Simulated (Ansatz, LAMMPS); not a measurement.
# Squeezing and shearing glassy 55SiO2-24Al2O3-11BaO-11CaO (mol %) (124 atoms), part 2 of 3

Aim: relax glassy 55SiO2-24Al2O3-11BaO-11CaO (mol %) (124 atoms), then change its volume and shape to read moduli from the stress.

Ansatz 0.2.0; Kohn-Sham DFT, PBE, PAW (set soft_2), plane waves.

The cell: 21 Si, 18 Al, 4 Ba, 4 Ca and 77 O. The quench rate of 60 K/ps far exceeds what a furnace or splat quench reaches. The starting topology of bonds comes from the classical model. The Brillouin zone is sampled at Γ only. No spin–orbit coupling is included.

So far. Step 2 (Single point at the start): The r.m.s. force at the start is 1.2 eV/Å. Step 3 (Cell and atoms relaxed): The relaxation converged after 21 steps, with a largest force component of 0.046 eV/Å.

**4. Single point at the relaxed geometry**

One more single point at the end of the walk gives the fuller output and checks the residual forces.

input.yaml

```yaml
crystal:
  lattice:
    - [11.73569, 0.09489, 0.05194]
    - [0.09489, 12.00808, -0.04089]
    - [0.05194, -0.04089, 11.87433]
  atoms:
    - { symbol: Si, position: [0.48467, 0.76507, 0.89467] }
    - { symbol: Si, position: [0.33453, 0.3413, 0.8379] }
    - { symbol: Si, position: [0.21948, 0.33966, 0.18809] }
    - { symbol: Si, position: [0.435, 0.14783, 0.38521] }
    - { symbol: Si, position: [0.04104, 0.45, 0.02782] }
    - { symbol: Si, position: [0.35218, 0.99347, 0.83084] }
    [... 112 atom lines left out ...]
    - { symbol: O, position: [0.36063, 0.04618, 0.31358] }
    - { symbol: O, position: [0.75023, 0.1314, 0.61573] }
    - { symbol: O, position: [0.44283, 0.01809, 0.10416] }
    - { symbol: O, position: [0.3474, 0.24708, 0.42551] }
    - { symbol: O, position: [0.95019, 0.88671, 0.18954] }
    - { symbol: O, position: [0.2881, 0.46274, 0.77061] }
kpoints:
  mp_grid: { grid: [1, 1, 1] }
hamiltonian:
  xc: pbe
scf:
  occupations: { method: gaussian, width: 0.05 }
output:
  forces: true
  stress: true
  populations: true
  dos:
    method: { smearing: { sigma: 0.08 } }
    de: 0.1
    projected: { site_lists: { Al: [Al], Ba: [Ba], Ca: [Ca], O: [O], Si: [Si] } }
  eigenvalues: true
  write_density: true
  write_potential: true
  volumetric_format: npy
  elf: true
```

On the command line:

```sh
> ansatz run input.yaml --threads 4 --pin off --max-ram 8192MiB --backend cpu --events-out ev --progress --plain --runs-dir out
```

Numbers of over 12 decimals in the logs are rounded to 6 here.

What it wrote:

```text
[...]
Crystal: 124 atoms, lattice volume = 1673.208 Å³
Basis set: ecut = 420 eV, 32687 PW (Γ), exchange–correlation on 160×162×160 points (8 copies of the dense FFT grid, shifted against one another)
Bands: 464, of which v1, the nominal top of the filled ones, is band 340 counted from 1 (339 counted from 0)
Symmetry: 1 space group operations
[...]
k-points: 1
[...]
SCF iter   1: F=—  HF=-97946.071817 eV  |F-HF|=—  |Δ(HF+E_count)|=         —  Δρ=1.84e-3  dr2=7.43e-2  ethr=1.77e-3  ⟨swp⟩=7.0  Hψ=2382  notcnv=0  defer=102
[...]
SCF iter   9: F=-97946.087961 eV  HF=-97946.087961 eV  |F-HF|=2.17e-8  |Δ(HF+E_count)|=   5.69e-8  Δρ=1.43e-6  dr2=3.35e-8  ethr=1.47e-11  ⟨swp⟩=21.0  Hψ=4381  notcnv=0
SCF 1 converged in 9 iterations: F = -97946.087961 eV  dr2 = 3.35e-8
[...]
SCF converged after 9 iterations
Free energy (F): -97946.087961 eV
[...]
Internal energy: -97946.087961 eV  (E = F + TS)
E sigma→0 (E₀):  -97946.087961 eV
Fermi energy:    6.248120 eV
[...]
--- Forces (eV/Å), atoms counted from 1 ---
  atom   1  Si    -0.00338443    -0.00619239     0.00681024
  atom   2  Si    -0.00603223     0.00226618    -0.03352041
  atom   3  Si    -0.01418585     0.02155226    -0.01265392
  atom   4  Si     0.00192421    -0.01325312     0.00464277
  atom   5  Si    -0.04748032     0.00321961     0.00455994
  atom   6  Si    -0.00383131    -0.00389435    -0.00420729
  atom   7  Si    -0.01357197    -0.00269587    -0.00760239
  atom   8  Si     0.00933851     0.00768268     0.01458881
  atom   9  Si    -0.00930842    -0.02384382    -0.00438324
  atom  10  Si     0.00084541     0.00426520     0.00081329
  atom  11  Si     0.00556145    -0.00903060    -0.00018708
  atom  12  Si    -0.00180353    -0.01624961     0.00268245
  atom  13  Si    -0.01559916    -0.00697633     0.01591525
  atom  14  Si    -0.01083287     0.00541489     0.00081398
[...]
atom 123  O      0.00577803     0.02091732     0.00302648
  atom 124  O     -0.00369245    -0.00527163     0.00957567
  max |Σ_I F_I| component: 1.87e-4 eV/Å
--- Stress (GPa, compression-positive) ---
       -0.023096       0.009394       0.014315
        0.009386      -0.013370       0.001554
        0.014309       0.001556      -0.020618
  P = ⅓ Tr σ = -0.0190 GPa (-0.190 kbar)
--- Band table (eV) ---
[...]
--- Löwdin populations: 124 sites ---
  site symbol       q [e]
     0     Si      2.2903
     1     Si      2.3379
     2     Si      2.2810
[...]
123      O      6.8085
  spilling = 0.012050 (of n_electrons = 680.000000)
```

It took 12 s on 4 threads of AMD EPYC 9R45, shared host; peak memory 2.5 GiB.

Read from the output:

- free energy: -97946.0880 eV
- free energy per atom: -789.8878 eV/atom
- SCF cycles: 9
- pressure: -0.01903 GPa
- r.m.s. force component: 0.01111 eV/Å
- longest force: 0.04781 eV/Å
- Fermi energy: 6.248 eV
- gap (highest filled to lowest empty level): 3.89 eV
- spilling of the projection: 0.01205

Löwdin charges by element and coordination (they lack the spilled electrons, 0.066 e an atom on average):

| element | coordination | atoms | mean charge (e) | spread | least | most |
| --- | --- | --- | --- | --- | --- | --- |
| Al | all | 18 | 1.30 | 0.0419 | 1.19 | 1.35 |
| Al | 4 | 16 | 1.30 | 0.0414 | 1.19 | 1.35 |
| Al | 5 | 2 | 1.28 | 0.0402 | 1.24 | 1.32 |
| Ba | all | 4 | 1.92 | 0.0115 | 1.91 | 1.93 |
| Ba | 5 | 1 | 1.91 | 0 | 1.91 | 1.91 |
| Ba | 7 | 3 | 1.92 | 0.0118 | 1.91 | 1.93 |
| Ca | all | 4 | 1.81 | 0.0201 | 1.77 | 1.82 |
| Ca | 6 | 1 | 1.77 | 0 | 1.77 | 1.77 |
| Ca | 7 | 3 | 1.82 | 0.0013 | 1.82 | 1.82 |
| O | all | 77 | -0.856 | 0.065 | -1.09 | -0.751 |
| O | 2 | 26 | -0.811 | 0.0377 | -0.920 | -0.765 |
| O | 3 | 45 | -0.874 | 0.0615 | -1.09 | -0.751 |
| O | 4 | 6 | -0.924 | 0.0621 | -1.00 | -0.855 |
| Si | all | 21 | 1.71 | 0.0333 | 1.65 | 1.78 |

Density of states as counts of states in windows of 1 eV (from the Fermi level), total and the larger projections:

| from (eV) | to (eV) | total | O p | Si p | Ba p |
| --- | --- | --- | --- | --- | --- |
| -18 | -17 | 5.3 | 0.1 | 0.2 | 0.1 |
| -17 | -14 | 0.0 | 0.0 | 0.0 | 0.0 |
| -14 | -13 | 9.6 | 0.3 | 0.0 | 9.1 |
| -13 | -12 | 14.4 | 0.6 | 0.1 | 13.5 |
| -12 | -11 | 5.7 | 3.7 | 0.3 | 0.0 |
| -11 | -10 | 8.6 | 5.8 | 0.5 | 0.0 |
| -10 | -9 | 16.2 | 11.2 | 1.0 | 0.0 |
| -9 | -8 | 29.3 | 21.6 | 3.0 | 0.1 |
| -8 | -7 | 39.8 | 30.6 | 4.0 | 0.1 |
| -7 | -6 | 52.6 | 41.8 | 4.7 | 0.1 |
| -6 | -5 | 67.2 | 57.4 | 2.7 | 0.1 |
| -5 | -4 | 88.8 | 80.9 | 1.7 | 0.2 |
| -4 | -3 | 96.8 | 91.1 | 1.1 | 0.2 |
| -3 | -2 | 55.3 | 52.9 | 0.4 | 0.1 |
| -2 | -1 | 1.7 | 1.6 | 0.0 | 0.0 |
| -1 | 1 | 0.0 | 0.0 | 0.0 | 0.0 |
| 1 | 2 | 1.7 | 0.0 | 0.0 | 0.0 |
| 2 | 3 | 1.4 | 0.1 | 0.0 | 0.0 |
| 3 | 4 | 30.4 | 1.9 | 1.6 | 0.0 |
| 4 | 5 | 47.3 | 2.9 | 3.8 | 0.0 |

The curve was stored every 0.10 eV, coarse against its broadening of 0.08 eV, so these counts are rough.

Between -26 and -18 eV lie 173 more states.

The levels nearest the highest filled one (over half full), pooled over k-points and spins:

| level less the highest filled one (eV) | occupation |
| --- | --- |
| -0.428 | 2 |
| -0.377 | 2 |
| -0.359 | 2 |
| -0.289 | 2 |
| -0.252 | 2 |
| 0 | 2 |
| 3.89 | 0 |
| 4.95 | 0 |
| 5.03 | 0 |
| 5.21 | 0 |
| 5.30 | 0 |
| 5.33 | 0 |

ELF in the ab plane at fractional z = 0.042, with atoms of Si and Al and Ba and Ca and O within 0.2 Å of it. It is the smooth field of the valence electrons, not physical close to the nuclei.

Ten even steps from '0' (0.00) to '9' (0.87), each cell a mean:
```
000000000001367751146630158999620
000000000000013210013210036897310
110000100000000000000000112221012
431013554100001345410014665100045
641048998620015899861148999710377
531269768840028977983169989841356
211279879840027988983048998730122
011136887410002677631112455310000
455311232000011111125764100000002
788630000001488740279898520000014
688630000003899982288579740000002
355311220003899982179999730002222
211367773000257630025676310024555
212799995001110000000111000013454
213799984001342000000000001101122
211367751000121000000001478852001
100012210000000002221004998898301
000000000011000158887305982059710
002466520000000489799613994379710
015899973000001488689611699997200
026965985000001268986300134431000
016888984000013322432000000110000
003677641000257862134320036775200
000122100001478873256640158999620
```
Columns run along a (11.7 Å), rows up along b (12.0 Å). Atoms in or near the plane, at fractional coordinates: Si at (0.04, 0.45), Al at (0.88, 0.85), Ba at (0.82, 0.25), Ca at (0.43, 0.54), O at (0.56, 0.20), O at (0.21, 0.75), O at (0.51, 0.75), O at (0.65, 0.55), O at (0.15, 0.14).

Electrostatic potential energy in the ab plane at fractional z = 0.042, with atoms of Si and Al and Ba and Ca and O within 0.2 Å of it. With pseudopotentials it is smooth inside the atoms' cores, unlike the true potential.

Ten even steps from '0' (-37 eV) to '9' (11 eV), each cell a mean:
```
999999999999999999999999998437999
999999999999999999999999998767789
999999999999999999999999997556578
999999999999999999999999997577668
999999768999999866899999656655578
999995102899999500388787325877889
998886113899999721465568778999999
998889889999999988865568999999999
999999999999888889887788999999999
999999999998643468996348999999999
888999999987300037882005999999999
545789999987400037996348999999997
000378999998754578999999999999985
000353589999988899999999999999985
544764589999999999999999988899987
888999999999999999999998876678899
999999999999999999999998631125789
999999999999999998889987410002689
999999999999999984127998510003689
999844799999999872016998753346899
999500389999998754468999887788999
999733699999997400268999999999999
999999999999997410278999999999999
999999999999997666789999998558999
```
Columns run along a (11.7 Å; values clipped at the 3rd and 97th percentile), rows up along b (12.0 Å). Atoms in or near the plane, at fractional coordinates: Si at (0.04, 0.45), Al at (0.88, 0.85), Ba at (0.82, 0.25), Ca at (0.43, 0.54), O at (0.56, 0.20), O at (0.21, 0.75), O at (0.51, 0.75), O at (0.65, 0.55), O at (0.15, 0.14).

Between filled and empty levels lie 3.89 eV (at Γ alone); a semilocal functional tends to put such gaps too low. In a disordered cell it changes from sample to sample, and tail or defect levels can set it. Mean Löwdin charges: Al +1.30, Ba +1.92, Ca +1.81, O -0.86, Si +1.71 e (they miss 1.2 % of the electrons, so they add up to more than the cell's charge).

**5. Volume -3 %**

The relaxed cell is scaled evenly and the atoms are relaxed again; the stress at the end gives one point of P(V).

input.yaml, the sections that differ from step 4:

```yaml
crystal:
  lattice:
    - [11.61714, 0.09393, 0.05142]
    - [0.09393, 11.88678, -0.04048]
    - [0.05142, -0.04048, 11.75438]
  atoms:
    [... the 124 atom lines of step 4 ...]
output:
  forces: true
  eigenvalues: true
  stress: true
relax:
  f_tol: 0.05
  max_steps: 70
# kpoints, hamiltonian, scf: as in step 4
```

What it wrote:

```text
Warning: output.stress: scf.convergence.dr2_threshold = 1e-7 eV (the SCF's general default) is looser than the 1.08e-8 eV advised for a printed stress (1e-10 eV for each atom of the cell: 124, of which 108 are counted). What an SCF threshold leaves in a stress goes as its square root, and in the free energy as the threshold itself, and one threshold admits the most on a small cell: [...]
[...]
Crystal: 124 atoms, lattice volume = 1623.012 Å³
Basis set: ecut = 420 eV, 31723 PW (Γ), exchange–correlation on 160×160×160 points (8 copies of the dense FFT grid, shifted against one another)
Bands: 464, of which v1, the nominal top of the filled ones, is band 340 counted from 1 (339 counted from 0)
Symmetry: 1 space group operations
[...]
k-points: 1
[...]
SCF iter   1: F=—  HF=-97945.328414 eV  |F-HF|=—  |Δ(HF+E_count)|=         —  Δρ=1.90e-3  dr2=7.53e-2  ethr=1.77e-3  ⟨swp⟩=7.0  Hψ=2383  notcnv=0  defer=105
[...]
SCF iter   6: F=-97945.343237 eV  HF=-97945.343243 eV  |F-HF|=6.74e-6  |Δ(HF+E_count)|=   9.48e-6  Δρ=3.45e-5  dr2=1.69e-5  ethr=9.19e-9  ⟨swp⟩=19.0  Hψ=2969  notcnv=0
SCF 1 converged in 6 iterations: F = -97945.343237 eV  dr2 = 1.69e-5
[...]
relax step   1: F+E_penalty+E_count = -97945.34323667 eV  Δ(F+E_penalty+E_count) = +0.000e0 eV  max|allowed force component| = 5.419e-1 eV/Å  Δτ_max = 0.0000 Å  (6 SCF iters, dr2 threshold 6.25e-5 eV, accepted)
[...]
relax step   2: F+E_penalty+E_count = -97945.52062755 eV  Δ(F+E_penalty+E_count) = -1.774e-1 eV  max|allowed force component| = 3.408e-1 eV/Å  Δτ_max = 0.1589 Å  (6 SCF iters, dr2 threshold 1.84e-5 eV, accepted)
[...]
relax step   3: F+E_penalty+E_count = -97945.66059537 eV  Δ(F+E_penalty+E_count) = -1.400e-1 eV  max|allowed force component| = 1.695e-1 eV/Å  Δτ_max = 0.0834 Å  (7 SCF iters, dr2 threshold 7.26e-6 eV, accepted)
relax step   4: F+E_penalty+E_count = -97945.38197906 eV  Δ(F+E_penalty+E_count) = +2.786e-1 eV  max|allowed force component| = 6.832e-1 eV/Å  Δτ_max = 0.2000 Å  (8 SCF iters, dr2 threshold 7.11e-6 eV, rejected (line search))
relax step   5: F+E_penalty+E_count = -97945.72669236 eV  Δ(F+E_penalty+E_count) = -6.610e-2 eV  max|allowed force component| = 1.143e-1 eV/Å  Δτ_max = 0.0656 Å  (10 SCF iters, accepted)
relax step   6: F+E_penalty+E_count = -97945.71789602 eV  Δ(F+E_penalty+E_count) = +8.796e-3 eV  max|allowed force component| = 2.996e-1 eV/Å  Δτ_max = 0.1000 Å  (7 SCF iters, dr2 threshold 3.23e-6 eV, rejected (line search))
relax step   7: F+E_penalty+E_count = -97945.74462441 eV  Δ(F+E_penalty+E_count) = -1.793e-2 eV  max|allowed force component| = 8.552e-2 eV/Å  Δτ_max = 0.0500 Å  (9 SCF iters, accepted)
relax step   8: F+E_penalty+E_count = -97945.75582168 eV  Δ(F+E_penalty+E_count) = -1.120e-2 eV  max|allowed force component| = 7.513e-2 eV/Å  Δτ_max = 0.0500 Å  (6 SCF iters, dr2 threshold 3.32e-6 eV, accepted)
relax step   9: F+E_penalty+E_count = -97945.76694581 eV  Δ(F+E_penalty+E_count) = -1.112e-2 eV  max|allowed force component| = 4.885e-2 eV/Å  Δτ_max = 0.0720 Å  (7 SCF iters, dr2 threshold 3.16e-6 eV, accepted)
relax step  10: F+E_penalty+E_count = -97945.76694596 eV  Δ(F+E_penalty+E_count) = -1.469e-7 eV  max|allowed force component| = 4.888e-2 eV/Å  Δτ_max = 0.0000 Å  (4 SCF iters, accepted)
relax step  11: F+E_penalty+E_count = -97945.76403049 eV  Δ(F+E_penalty+E_count) = +2.915e-3 eV  max|allowed force component| = 1.351e-1 eV/Å  Δτ_max = 0.0996 Å  (9 SCF iters, rejected (line search))
relax step  12: F+E_penalty+E_count = -97945.77205844 eV  Δ(F+E_penalty+E_count) = -5.112e-3 eV  max|allowed force component| = 5.621e-2 eV/Å  Δτ_max = 0.0497 Å  (9 SCF iters, accepted)
relax step  13: F+E_penalty+E_count = -97945.77439190 eV  Δ(F+E_penalty+E_count) = -2.333e-3 eV  max|allowed force component| = 2.953e-2 eV/Å  Δτ_max = 0.0563 Å  (6 SCF iters, dr2 threshold 3.16e-6 eV, accepted)
[...]
relax step  14: F+E_penalty+E_count = -97945.77439282 eV  Δ(F+E_penalty+E_count) = -9.260e-7 eV  max|allowed force component| = 2.954e-2 eV/Å  Δτ_max = 0.0000 Å  (5 SCF iters, accepted)
SCF converged after 5 iterations
Free energy (F): -97945.774393 eV
[...]
Internal energy: -97945.774393 eV  (E = F + TS)
E sigma→0 (E₀):  -97945.774393 eV
Fermi energy:    6.611584 eV
[...]
--- Forces (eV/Å), atoms counted from 1 ---
  atom   1  Si     0.00605877     0.00252765     0.00592356
  atom   2  Si     0.00334247     0.01535080     0.00745111
  atom   3  Si    -0.00402097    -0.00770184    -0.00176206
  atom   4  Si     0.00502278     0.02149343     0.01801177
  atom   5  Si     0.00399816    -0.00205109     0.01033459
  atom   6  Si     0.01047812     0.00803219     0.02083705
  atom   7  Si     0.00474820     0.01456853     0.01016328
  atom   8  Si    -0.01267471    -0.00294533    -0.00123295
  atom   9  Si     0.00719949     0.00482867    -0.01401285
  atom  10  Si    -0.00869571    -0.01477344    -0.02498345
  atom  11  Si    -0.00289928    -0.00539581    -0.01693796
  atom  12  Si     0.00264314     0.01815229    -0.00751626
  atom  13  Si     0.01275885     0.00477029     0.00770089
  atom  14  Si    -0.00752067    -0.01857755     0.01225213
[...]
atom 123  O     -0.00135599    -0.00358118    -0.00436517
  atom 124  O     -0.00438623    -0.00256125    -0.00102866
  max |Σ_I F_I| component: 1.14e-4 eV/Å
--- Stress (GPa, compression-positive) ---
        2.064615      -0.002655       0.168106
       -0.002662       2.100977      -0.005667
        0.168099      -0.005666       2.279757
  P = ⅓ Tr σ = 2.1484 GPa (21.484 kbar)
--- Band table (eV) ---
[...]
--- Relaxed structure (14 steps of the walk, 11 accepted, 0 SCFs on fresh bases) ---
  F+E_penalty+E_count = -97945.77439282 eV   max|allowed force component| = 2.954e-2 eV/Å
  atoms:
    - { symbol: Si, position: [0.485886, 0.766582, 0.895029] }
    - { symbol: Si, position: [0.335544, 0.339956, 0.840823] }
    - { symbol: Si, position: [0.221002, 0.341000, 0.187639] }
    - { symbol: Si, position: [0.434361, 0.147996, 0.388023] }
[...]
- { symbol: O, position: [0.286983, 0.463554, 0.774475] }
```

Run time: 1.8 min. Hardware: 4 threads; peak memory 2.5 GiB.

The program notes that the SCF threshold is loose for the stress.

The relaxation converged after 14 steps, 0.431 eV below its start, with a largest force component of 0.030 eV/Å.

Volume -3 %: the energy stands 0.314 eV above that of the reference, at a pressure of 2.15 GPa.

**6. Volume +3 %**

The relaxed cell is scaled to another volume.

Input and log are left out; they have the form of those shown for this kind of step.

Wall time 68 s (4 threads of AMD EPYC 9R45, shared host); peak memory 2.6 GiB; 4.2 min of CPU time.

The relaxation converged after 8 steps, 0.367 eV below its start, with a largest force component of 0.034 eV/Å.

Volume +3 %: the energy stands 0.318 eV above that of the reference, at a pressure of -2.00 GPa.

**7. Volume -6 %**

The relaxed cell is scaled to another volume.

Input and log are left out; they have the form of those shown for this kind of step.

The job ended after 2.1 min (4 threads of AMD EPYC 9R45, shared host; peak memory 2.4 GiB).

The relaxation converged after 16 steps, 1.80 eV below its start, with a largest force component of 0.023 eV/Å.

Volume -6 %: the energy stands 1.35 eV above that of the reference, at a pressure of 4.58 GPa.

**8. Volume +6 %**

The relaxed cell is scaled to another volume.

Input and log are left out; they have the form of those shown for this kind of step.

The job ended after 79 s (4 threads of AMD EPYC 9R45, shared host; peak memory 2.7 GiB).

The relaxation converged after 9 steps, 1.39 eV below its start, with a largest force component of 0.049 eV/Å.

Volume +6 %: the energy stands 1.22 eV above that of the reference, at a pressure of -3.66 GPa.

**9. Volume -10 %**

The relaxed cell is scaled to another volume.

Input and log are left out; they have the form of those shown for this kind of step.

The job ended after 1.9 min (4 threads of AMD EPYC 9R45, shared host; peak memory 2.3 GiB).

The relaxation converged after 15 steps, 5.58 eV below its start, with a largest force component of 0.026 eV/Å.

Volume -10 %: the energy stands 3.90 eV above that of the reference, at a pressure of 7.58 GPa.

(Part 2 of 3 ends here.)

[Logs are printed without paths, hosts, clocks, repeated set-up lines and the standing remarks that a program may print on its own settings, such as how far it seeks lower states.]

[Hosts, paths, dates, database ids (printed as entryN), source tags and the programs' standing remarks are cut or masked in the printed files.]
